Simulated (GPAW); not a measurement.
## PbF2 (Fluorocronite): optical spectrum from first principles

Wanted: where PbF2 (Fluorocronite) starts to absorb, how strongly, and its refractive index. The cell comes from an older database entry, whose edges can differ from later determinations, mostly by under a per cent.

Main program and level: GPAW 26.7.0; DFT, PBE, plane-wave PAW (GPAW data sets), scalar-relativistic, RPA, optical limit.

The database entry behind the starting cell differs from later determinations by our own check (0.1 to 0.3 % short, probably kX units), so it need not match the best structure at ambient conditions.

## (1) The structure

The structure is cubic, space group Fm-3m (No. 225). Conventional cell: a = 5.927 Å, b = 5.927 Å, c = 5.927 Å, α = 90.00°, β = 90.00°, γ = 90.00°. Nearest to Pb lie 8 F at 2.57 Å. F has 4 Pb at 2.57 Å nearest. Farther neighbours and most contacts between anions are not listed.

Coordinates:

```cif
data_structure
_symmetry_space_group_name_H-M 'P 1'
_symmetry_Int_Tables_number 1
_cell_length_a 4.1912
_cell_length_b 4.1912
_cell_length_c 4.1912
_cell_angle_alpha 60.000
_cell_angle_beta 60.000
_cell_angle_gamma 60.000
_cell_volume 52.06
loop_
_atom_site_label
_atom_site_type_symbol
_atom_site_fract_x
_atom_site_fract_y
_atom_site_fract_z
_atom_site_occupancy
Pb1 Pb 0.00000 0.00000 0.00000 1
F2 F 0.75000 0.75000 0.75000 1
F3 F 0.25000 0.25000 0.25000 1
```

## (2) Bands for the response

At the fixed density, many empty bands are solved on the mesh of the response, since the spectrum sums over them.

This step: DFT, PBE, plane-wave PAW (GPAW data sets), scalar-relativistic, bands at fixed density (GPAW 26.7.0).

File nscf.py:

```python
from ase.dft.bandgap import bandgap
from gpaw import GPAW, FermiDirac

calc = GPAW('gs.gpw').fixed_density(kpts={'size': (9, 9, 9), 'gamma': True}, nbands=59, convergence={'bands': 53},
                                    occupations=FermiDirac(0.001), txt='nscf.txt')
print('gap (eV)', bandgap(calc, output=None)[0])
print('direct gap (eV)', bandgap(calc, direct=True, output=None)[0])
print('top band over the Fermi level (eV)', min(calc.get_eigenvalues(kpt=k)[52] for k in range(len(calc.get_ibz_k_points()))) - calc.get_fermi_level())
calc.write('full.gpw', mode='all')
```

Started as:

```
OMP_NUM_THREADS=1 python nscf.py
```

Numbers of over 12 decimals in the logs are rounded to 6 here.

Output:

```text
Diagonalizing LCAO Hamiltonian
Converting LCAO to pw mode
convergence criteria:
- Maximum integral of absolute [eigenst]ate change: 4e-08 eV^2 / valence electron
maximum number of iterations: 150

SCF iterations
|iter     |      energy | eigst |  dens |
|iter:   1||             | +3.70 |       |
|iter:   2||             | +2.47 |       |
|iter:   3||             | +1.42 |       |
|iter:   4||             | +0.21 |       |
|iter:   5||             | -0.72 |       |
|iter:   6||             | -1.70 |       |
|iter:   7||             | -2.51 |       |
|iter:   8||             | -3.46 |       |
|iter:   9||             | -4.22 |       |
|iter:  10||             | -5.12 |       |
|iter:  11||             | -5.89 |       |
|iter:  12||             | -6.76 |       |
|iter:  13||             | -7.25 |       |
|iter:  14||             | -7.67c|       |
SCF steps: 14
  __  _  _
 | _ |_)|_||  |
 |__||  | ||/\| - 26.7.0

Versions:
  Python: 3.12.14
  ASE:    3.29.0
  Numpy:  2.5.5
  Scipy:  1.18.1
  Libxc:  7.0.0

Input parameters:
  mode=PW(ecut=500.0),
  convergence={'bands': 53},
  gpts=array([24, 24, 24]),
  kpts=MonkhorstPack(size=(9, 9, 9), gamma=True),
  maxiter=150,
  nbands=59,
  occupations=Occupations(name='fermi-dirac', width=0.001, fixmagmom=False),
  parallel={},
  xc=XC(name='PBE')

--- standard output ---
gap (eV) 4.381144
direct gap (eV) 4.558854
top band over the Fermi level (eV) 42.491434
```

Elapsed: 90 s, on 1 thread of Arm Neoverse V1, shared host; peak memory 0.21 GiB.

Read-outs, printed or worked out from the files:

| Property | Result |
| --- | --- |
| gap on the k-mesh | 4.381 eV |
| direct gap on the mesh | 4.559 eV |

## (3) Dielectric function, RPA

Local fields let the induced charge screen the field inside the cell, which as a rule lowers ε, most along directions where the density is uneven.

This step: DFT, PBE, plane-wave PAW (GPAW data sets), scalar-relativistic, RPA, optical limit (GPAW 26.7.0).

File df.py:

```python
from gpaw.response.df import DielectricFunction

df = DielectricFunction('full.gpw', frequencies={'type': 'nonlinear', 'domega0': 0.03, 'omega2': 8},
                        ecut=50,
                        eta=0.15,
                        nbands=53,
                        txt='df.txt')
for direction in ['x']:
    df.get_dielectric_function(xc='RPA', direction=direction, filename=f'df_{direction}.csv')
```

Started as:

```
OMP_NUM_THREADS=1 python df.py
```

Output:

```text
Using integrator: PointIntegrator
NonLinearFrequencyDescriptor(from 0.000 to 68.379 eV, 503 points)
Nonperiodic BCs:  [False False False]
Using integrator: PointIntegrator
NonLinearFrequencyDescriptor(from 0.000 to 68.379 eV, 503 points)
Nonperiodic BCs:  [False False False]

Calculating chi0 body with:
    Ground state adapter containing:
    Number of spins: 1
    Number of kpoints: 729
    Number of irreducible kpoints: 35
    Number of completely occupied states: 14
    Number of partially occupied states: 14

    Linear response parametrization:
    q_c: [0.0, 0.0, 0.0]
    Number of frequency points: 503
    Planewave cutoff: 50.0
    Number of bands: 53
    Number of planewaves: 51
    Broadening (eta): 0.15

Integrating chi0 body.

Symmetries of q_c:
    Direct symmetries (Uq -> q): 48
    Indirect symmetries (TUq -> q): 0
In total 48 allowed symmetries.

35 groups of equivalent kpoints. 95.198903% reduction.

Integral kind: spectral function

Calculating chi0 optical extensions with:
    Ground state adapter containing:
    Number of spins: 1
    Number of kpoints: 729
    Number of irreducible kpoints: 35
    Number of completely occupied states: 14
    Number of partially occupied states: 14

    Linear response parametrization:
    Number of frequency points: 503
    Planewave cutoff: 50.0
    Number of bands: 53
    Number of planewaves: 51
    Broadening (eta): 0.15
Integrating chi0 head and wings.

Symmetries of q_c:
    Direct symmetries (Uq -> q): 48
    Indirect symmetries (TUq -> q): 0
In total 48 allowed symmetries.

35 groups of equivalent kpoints. 95.198903% reduction.

Integral kind: spectral function wings
```

It took 16 s on 1 thread; peak memory 0.29 GiB.

This step gave:

```
electronic dielectric constant ε∞, mean over x, y and z (by symmetry where fewer were run) : 3.186
main peak of Im epsilon, first axis                                                        : 8.027 eV
```

Some rows of df_x.csv (energy; Re and Im without local fields; Re and Im with them):

```text
0.000000, 3.584726, -0.000000, 3.186049, -0.000000
0.429336, 3.593360, 0.006076, 3.192748, 0.004712
0.878195, 3.621405, 0.012817, 3.214477, 0.009917
1.347938, 3.673601, 0.020822, 3.254783, 0.016041
1.840057, 3.757834, 0.031104, 3.319464, 0.023792
2.356191, 3.887888, 0.045617, 3.418419, 0.034496
2.898142, 4.090100, 0.068793, 3.570008, 0.051047
3.467895, 4.423137, 0.113439, 3.813377, 0.081364
4.067647, 5.062028, 0.239681, 4.257176, 0.159329
4.699832, 6.405271, 1.283450, 5.168256, 0.699282
5.367152, 4.592740, 5.214954, 5.080045, 3.528473
6.072622, 3.900918, 2.644188, 3.807799, 2.323182
6.819608, 3.990513, 4.787352, 3.862465, 4.115074
7.611886, 2.455784, 4.945530, 2.560308, 3.313670
8.453705, -0.122467, 2.860722, -0.336979, 2.832186
9.349861, 1.215237, 3.756958, 1.346869, 3.372526
10.305790, 0.118040, 1.913382, -0.109246, 1.716644
11.327680, -0.141713, 1.441968, 0.067465, 1.072081
12.422601, 0.876058, 0.843411, 0.814197, 0.509056
13.598673, 0.511109, 1.043118, 0.961362, 0.740710
```

Values under the direct gap are tails of Lorentzian lines. Table of Im ε, E ∥ x by photon energy; read off at these points:

```tsv
photon energy (eV)	Im ε, E ∥ x
0.000	0
0.250	0.00273
0.500	0.00550
0.750	0.00838
1.000	0.0114
1.250	0.0147
1.500	0.0183
1.750	0.0222
2.000	0.0268
2.250	0.0320
2.500	0.0382
2.750	0.0457
3.000	0.0552
3.250	0.0673
3.500	0.0838
3.750	0.108
4.000	0.145
4.250	0.216
4.500	0.415
4.750	0.790
5.000	1.37
5.250	2.89
5.500	3.46
5.665	3.70
5.750	3.46
6.000	2.24
6.250	3.01
6.334	3.17
6.500	2.61
6.750	3.72
6.930	4.36
7.000	4.25
7.250	3.78
7.500	3.40
7.750	3.88
8.000	5.54
8.250	4.14
8.500	2.66
8.750	2.01
9.000	1.99
9.250	2.80
9.500	3.60
9.750	2.73
10.000	1.86
10.250	1.71
10.500	1.42
10.750	1.18
11.000	1.27
11.250	1.18
11.500	0.875
11.750	0.713
12.000	0.671
12.250	0.497
12.500	0.546
12.750	0.672
13.000	0.764
13.250	0.837
13.500	0.800
13.750	0.741
```

Re ε, E ∥ x against photon energy:

```tsv
photon energy (eV)	Re ε, E ∥ x
0.0	3.19
0.5	3.20
1.0	3.22
1.5	3.27
2.0	3.35
2.5	3.45
3.0	3.61
3.5	3.83
4.0	4.19
4.5	4.86
5.0	5.66
5.5	4.45
6.0	3.49
6.5	3.57
7.0	2.81
7.5	2.27
8.0	1.64
8.5	-0.248
9.0	1.12
9.5	0.396
10.0	-0.415
10.5	-0.195
11.0	0.228
11.5	0.138
12.0	0.491
12.5	0.877
13.0	1.03
13.5	0.936
```

Refractive index n and extinction k against photon energy:

```tsv
photon energy (eV)	n	k
0.0	1.78	0
0.5	1.79	0.00154
1.0	1.80	0.00318
1.5	1.81	0.00505
2.0	1.83	0.00731
2.5	1.86	0.0103
3.0	1.90	0.0145
3.5	1.96	0.0214
4.0	2.05	0.0354
4.5	2.21	0.0939
5.0	2.40	0.286
5.5	2.25	0.771
6.0	1.95	0.574
6.5	2.00	0.653
7.0	1.99	1.07
7.5	1.78	0.953
8.0	1.93	1.44
8.5	1.10	1.21
9.0	1.30	0.763
9.5	1.42	1.27
10.0	0.864	1.08
10.5	0.788	0.903
11.0	0.871	0.728
11.5	0.716	0.611
12.0	0.813	0.412
12.5	0.977	0.279
13.0	1.07	0.355
13.5	1.04	0.384
```

The reflectivity at normal incidence, E ∥ x by photon energy; read off at these points:

```tsv
photon energy (eV)	reflectivity at normal incidence, E ∥ x (%)
0.00	7.94
0.50	7.98
1.00	8.10
1.50	8.29
2.00	8.59
2.50	9.02
3.00	9.62
3.50	10.5
4.00	11.8
4.50	14.2
5.00	17.5
5.32	20.6
5.50	19.3
6.00	13.7
6.50	15.1
6.93	21.4
7.00	21.0
7.50	17.6
8.00	27.6
8.21	31.5
8.50	25.0
9.00	11.5
9.50	24.0
9.75	28.5
10.00	25.4
10.50	21.4
11.00	13.6
11.25	15.7
11.50	13.7
12.00	5.93
12.50	1.97
13.00	2.98
13.50	3.46
```

Values under the direct gap are tails of Lorentzian lines. The Im ε, E ∥ x by photon energy; read off at these points:

```tsv
photon energy (eV)	without local fields	with local fields
0.000	0	0
0.250	0.00352	0.00273
0.500	0.00710	0.00550
0.750	0.0108	0.00838
1.000	0.0148	0.0114
1.250	0.0190	0.0147
1.500	0.0237	0.0183
1.750	0.0290	0.0222
2.000	0.0351	0.0268
2.250	0.0422	0.0320
2.500	0.0507	0.0382
2.750	0.0613	0.0457
3.000	0.0747	0.0552
3.250	0.0925	0.0673
3.500	0.117	0.0838
3.750	0.154	0.108
4.000	0.215	0.145
4.250	0.341	0.216
4.500	0.722	0.415
4.750	1.47	0.790
5.000	2.53	1.37
5.250	5.04	2.89
5.318	5.34	3.35
5.500	4.66	3.46
5.665	4.39	3.70
5.750	3.76	3.46
6.000	2.49	2.24
6.250	3.41	3.01
6.334	3.54	3.17
6.500	2.97	2.61
6.750	4.40	3.72
6.930	5.00	4.36
7.000	4.79	4.25
7.250	4.46	3.78
7.500	4.61	3.40
7.750	5.57	3.88
8.000	4.69	5.54
8.250	3.62	4.14
8.500	2.73	2.66
8.750	2.17	2.01
9.000	2.20	1.99
9.250	3.18	2.80
9.416	3.90	3.61
9.500	3.76	3.60
9.750	2.72	2.73
10.000	1.93	1.86
10.250	1.89	1.71
10.500	1.66	1.42
10.750	1.77	1.18
11.000	2.02	1.27
11.250	1.55	1.18
11.500	1.18	0.875
11.750	0.901	0.713
12.000	0.918	0.671
12.250	0.754	0.497
12.500	0.938	0.546
12.750	1.27	0.672
13.000	1.42	0.764
13.250	1.30	0.837
13.500	1.08	0.800
13.750	1.13	0.741
```

From ε follow the optical constants at some laser and lamp lines:

```tsv
wavelength (nm)	n	k	R (%)	1/α
1550	1.79	0.003	8.0	49 µm
800	1.81	0.005	8.3	12 µm
532	1.85	0.009	8.9	4.6 µm
405	1.91	0.015	9.7	2.1 µm
365	1.94	0.020	10.3	1.5 µm
308	2.05	0.037	11.9	671 nm
248	2.40	0.286	17.5	69 nm
```

Below the direct gap, k and the depth come from the tails of the Lorentzian lines, not from transitions.

## (4) Outcome

```yaml
electronic_dielectric_constant_eps_infinity_mean_over_x_y_and_z_by_symmetry_where_fewer_were_run_rpa: 3.19
main_peak_of_im_epsilon_first_axis: 8.03 eV
```

What this shows: At this level (PBE, RPA) PbF2 has ε∞ = 3.19 and n = 1.79 at 1550 nm, and Im ε peaks at 8.0 eV. On the mesh the gap is 4.38 eV and the least direct gap 4.56 eV, so on this mesh the band edges lie at different points. Local fields change the static value along x from 3.58 to 3.19 (-11 %). Distinct maxima of Im ε, read by a parabola through the highest points, lie at 5.66 eV (3.7), 6.92 eV (4.4), 8.03 eV (5.6) and 9.46 eV (3.6). Excitons and phonon-assisted transitions are missing; PBE gaps are as a rule too small, which pulls the onset down and ε∞ up, while the missing spin-orbit coupling works the other way with such heavy atoms. Spin-orbit coupling is left out although heavy atoms are present. The sum runs over mesh points, so small or evenly spaced maxima can still be ripples of the mesh. In this version of GPAW the matrix elements of the optical limit are incomplete, which can lower ε − 1 by up to a tenth where first-row anions or d states rule, and shift it by more in d metals.

[Machine, clock and banner lines and Python warnings are left out of the logs.]

[Logs are printed without paths, hosts, clocks, repeated set-up lines and the standing remarks that a program may print on its own settings, such as how far it seeks lower states.]

[Hosts, paths, dates, database ids (printed as entryN), source tags and the programs' standing remarks are cut or masked in the printed files.]
